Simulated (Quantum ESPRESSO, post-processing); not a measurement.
# Al(111), 5 layers against a metal electrode, stepped through the charge of the slab, part 4 of 4

Aim: how the results for Al(111), 5 layers against a metal electrode change with the charge of the slab.

Quantum ESPRESSO 7.5; plane-wave DFT, PBE, GBRV ultrasoft pseudopotentials.

So far. Step 5 (Self-consistent run, 1 ×10¹³ e/cm²): Inside the slab this potential holds the local part of the pseudopotentials, which can be repulsive at the nuclei; only its value in the vacuum has a meaning of its own. Step 6 (Ground state, -1.5 ×10¹³ e/cm²): Inside the slab this potential holds the local part of the pseudopotentials, which can be repulsive at the nuclei; only its value in the vacuum has a meaning of its own.

**7. Self-consistent run, -3 ×10¹³ e/cm²**

File m0.esm.in:

```
&control
  prefix = 'm0.esm'
  outdir = './out'
  pseudo_dir = './pseudo'
  calculation = 'scf'
  tprnfor = .true.
/
&system
  ibrav = 0
  nat = 5
  ntyp = 1
  ecutwfc = 40
  ecutrho = 200
  occupations = 'smearing'
  smearing = 'mv'
  degauss = 0.02
  assume_isolated = 'esm'
  esm_bc = 'bc3'
  tot_charge = -0.02131
/
&electrons
  conv_thr = 1e-08
  mixing_beta = 0.25
  electron_maxstep = 160
  mixing_mode = 'local-TF'
  mixing_ndim = 12
  startingpot = 'file'
/
ATOMIC_SPECIES
  Al  26.9815  al_pbe_v1.uspp.F.UPF
CELL_PARAMETERS angstrom
  2.85639309470453 0.00000000000000 0.00000000000000
  1.42819654735226 2.47370898320857 0.00000000000000
  0.00000000000000 0.00000000000000 24.29023653800280
ATOMIC_POSITIONS crystal
  Al  0.666666666700 0.666666666700 -0.130923229006
  Al  0.000000000000 0.000000000000 -0.033816703106
  Al  0.333333333300 0.333333333300 0.061753206794
  Al  0.666666666700 0.666666666700 0.157323116694
  Al  0.000000000000 0.000000000000 0.254429642594
K_POINTS automatic
  12 12 1 0 0 0
```

On the command line:

```
cp -r out/m1.esm.save out/m0.esm.save
OMP_NUM_THREADS=1 mpirun -n 2 pw.x -nk 2 -in m0.esm.in > m0.esm.out
```

Log:

```text
[banner, memory and clock lines left out]
Program PWSCF v.7.5 starts
[...]
Message from routine setup:
[...]
number of electrons       =        15.02
     number of Kohn-Sham states=           12
     kinetic-energy cutoff     =      40.0000  Ry
     charge density cutoff     =     200.0000  Ry
[...]
number of k points=    19  Marzari-Vanderbilt smearing, width (Ry)=  0.0200
[...]
Dense  grid:    55131 G-vectors     FFT dimensions: (  25,  25, 216)
[...]
The initial density is read from file :
[...]
negative rho (up, down):  1.247E-04 0.000E+00
     Starting wfcs are   20 randomized atomic wfcs
[...]
negative rho (up, down):  4.840E-04 0.000E+00
[...]
estimated scf accuracy    <       0.92067927 Ry
[...]
negative rho (up, down):  2.111E-03 0.000E+00
[...]
estimated scf accuracy    <       0.36612666 Ry
[...]
negative rho (up, down):  2.537E-03 0.000E+00
[...]
estimated scf accuracy    <       0.00459374 Ry
[...]
negative rho (up, down):  2.977E-03 0.000E+00
[...]
estimated scf accuracy    <       0.00433185 Ry
[...]
negative rho (up, down):  2.902E-03 0.000E+00
[...]
estimated scf accuracy    <       0.00023490 Ry
[...]
negative rho (up, down):  2.120E-03 0.000E+00
[...]
estimated scf accuracy    <       0.00023955 Ry
[...]
negative rho (up, down):  1.479E-03 0.000E+00
[...]
estimated scf accuracy    <       0.00012043 Ry
[...]
negative rho (up, down):  1.259E-03 0.000E+00
[...]
estimated scf accuracy    <       0.00042917 Ry
[...]
negative rho (up, down):  7.497E-04 0.000E+00
[...]
estimated scf accuracy    <       0.00012042 Ry
[...]
negative rho (up, down):  2.378E-04 0.000E+00
[...]
estimated scf accuracy    <       0.00018105 Ry
[...]
negative rho (up, down):  1.566E-04 0.000E+00
[...]
estimated scf accuracy    <       0.00003106 Ry
[...]
negative rho (up, down):  1.544E-04 0.000E+00
[...]
estimated scf accuracy    <       0.00000556 Ry
[...]
negative rho (up, down):  1.419E-04 0.000E+00
[...]
estimated scf accuracy    <       0.00001725 Ry
[...]
negative rho (up, down):  1.315E-04 0.000E+00
[...]
estimated scf accuracy    <       0.00001973 Ry
[...]
negative rho (up, down):  1.260E-04 0.000E+00
[...]
estimated scf accuracy    <       0.00000750 Ry
[...]
negative rho (up, down):  1.187E-04 0.000E+00
[...]
estimated scf accuracy    <       0.00000555 Ry
[...]
negative rho (up, down):  1.150E-04 0.000E+00
[...]
estimated scf accuracy    <       0.00000327 Ry
[...]
negative rho (up, down):  1.155E-04 0.000E+00
[...]
estimated scf accuracy    <       0.00000211 Ry
[...]
negative rho (up, down):  1.170E-04 0.000E+00
[...]
estimated scf accuracy    <       0.00000182 Ry
[...]
negative rho (up, down):  1.164E-04 0.000E+00
[...]
estimated scf accuracy    <       0.00000108 Ry
[...]
negative rho (up, down):  1.212E-04 0.000E+00
[...]
estimated scf accuracy    <       0.00000085 Ry
[...]
negative rho (up, down):  1.193E-04 0.000E+00
[...]
estimated scf accuracy    <       0.00000036 Ry
[...]
negative rho (up, down):  1.128E-04 0.000E+00
[...]
estimated scf accuracy    <       0.00000061 Ry
[...]
negative rho (up, down):  1.187E-04 0.000E+00
[...]
estimated scf accuracy    <       0.00000078 Ry
[...]
negative rho (up, down):  1.224E-04 0.000E+00
[...]
estimated scf accuracy    <       0.00000105 Ry
[...]
negative rho (up, down):  1.182E-04 0.000E+00
[...]
estimated scf accuracy    <       0.00000033 Ry
[...]
negative rho (up, down):  1.150E-04 0.000E+00
[...]
estimated scf accuracy    <       0.00000025 Ry
[...]
negative rho (up, down):  1.154E-04 0.000E+00
[...]
estimated scf accuracy    <       0.00000032 Ry
[...]
negative rho (up, down):  1.126E-04 0.000E+00
[...]
estimated scf accuracy    <       0.00000050 Ry
[...]
negative rho (up, down):  1.124E-04 0.000E+00
[...]
estimated scf accuracy    <       0.00000058 Ry
[...]
negative rho (up, down):  1.126E-04 0.000E+00
[...]
estimated scf accuracy    <       0.00000057 Ry
[...]
negative rho (up, down):  1.154E-04 0.000E+00
[...]
estimated scf accuracy    <       0.00000057 Ry
[...]
negative rho (up, down):  1.156E-04 0.000E+00
[...]
estimated scf accuracy    <       0.00000013 Ry
[...]
negative rho (up, down):  1.143E-04 0.000E+00
[...]
estimated scf accuracy    <       0.00000013 Ry
[...]
negative rho (up, down):  1.120E-04 0.000E+00
[...]
estimated scf accuracy    <       0.00000007 Ry
[...]
negative rho (up, down):  1.189E-04 0.000E+00
[...]
estimated scf accuracy    <       0.00000007 Ry
[...]
negative rho (up, down):  1.165E-04 0.000E+00
[...]
estimated scf accuracy    <       0.00000003 Ry
[...]
negative rho (up, down):  1.156E-04 0.000E+00
[...]
the Fermi energy is    -1.8434 ev
!    total energy              =     -33.49159365 Ry
     estimated scf accuracy    <          2.2E-09 Ry
     smearing contrib. (-TS)   =      -0.00016407 Ry
     internal energy E=F+TS    =     -33.49142958 Ry
[...]
one-electron contribution =   -3674.82141022 Ry
     hartree contribution      =    1839.52457692 Ry
     xc contribution           =     -21.30648809 Ry
     ewald contribution        =    1823.11189181 Ry
     convergence has been achieved in  38 iterations
     negative rho (up, down):  1.156E-04 0.000E+00
[...]
Total force =     0.001764     Total SCF correction =     0.000087
[...]
```

It took 71 s on 2 MPI ranks of Arm Neoverse V1, shared host; peak memory 0.22 GiB; 2.4 min of CPU time.

Read from the output:

| Quantity | Value |
| --- | --- |
| Fermi energy | -1.843 eV |
| vacuum line at the lower end of the cell, over the Fermi level | 4.101 eV |
| slope of the potential above | -0.5451 eV/Å |
| vacuum line at the upper end of the cell, over the Fermi level | 1.844 eV |

Inside the slab this potential holds the local part of the pseudopotentials, which can be repulsive at the nuclei; only its value in the vacuum has a meaning of its own.

**8. The series side by side**

The series in one table:

```csv
the charge of the slab (positive: electrons removed),electrode's level over the Fermi level (eV),far face's level over the Fermi level (eV),field in the gap (eV/Å)
-3 ×10¹³ e/cm²,1.844,4.101,-0.5451
-1.5 ×10¹³ e/cm²,2.96,4.102,-0.2724
0 ×10¹³ e/cm²,4.101,4.102,0.0002395
1 ×10¹³ e/cm²,4.874,4.101,0.182
2 ×10¹³ e/cm²,5.652,4.096,0.3638
3 ×10¹³ e/cm²,6.439,4.097,0.5459
4.5 ×10¹³ e/cm²,7.63,4.091,0.8187
6 ×10¹³ e/cm²,8.832,4.094,1.091
7 ×10¹³ e/cm²,9.641,4.093,1.274
8 ×10¹³ e/cm²,10.45,4.1,1.455
```

**9. By hand**

Last interval: C = Δσ/ΔV = 0.00100 e/Å² / 0.813 V × 1602 = 1.98 µF/cm².

**10. What came out**

| Quantity | Value |
| --- | --- |
| mean capacitance at positive charge | 2.03 μF/cm² |
| effective gap ε₀/C | 4.36 Å |
| top atoms to electrode | 5.96 Å |

**Reading.** The series holds 10 members; mean capacitance at positive charge: 2.03 μF/cm²; effective gap ε₀/C: 4.36 Å; top atoms to electrode: 5.96 Å (PBE, GBRV ultrasoft). Interval by interval C lies between 1.98 and 2.16 µF/cm². The far face's level moves by 0.01 eV over the series: the slab screens like a metal, and averaged over the positive charges the image plane lies 1.60 Å above the top atoms. Vacuum fills the gap; ions don't answer the charge; added electrons can spill towards the electrode at the most negative charges.

[Logs are printed without paths, hosts, clocks, repeated set-up lines and the standing remarks that a program may print on its own settings, such as how far it seeks lower states.]

[Hosts, paths, dates, database ids (printed as entryN), source tags and the programs' standing remarks are cut or masked in the printed files.]

[Maps of the electrostatic potential energy from Ansatz leave out the sawtooth potential of an applied field or a dipole correction, so their vacuum need not be flat; planar profiles and work functions include it.]
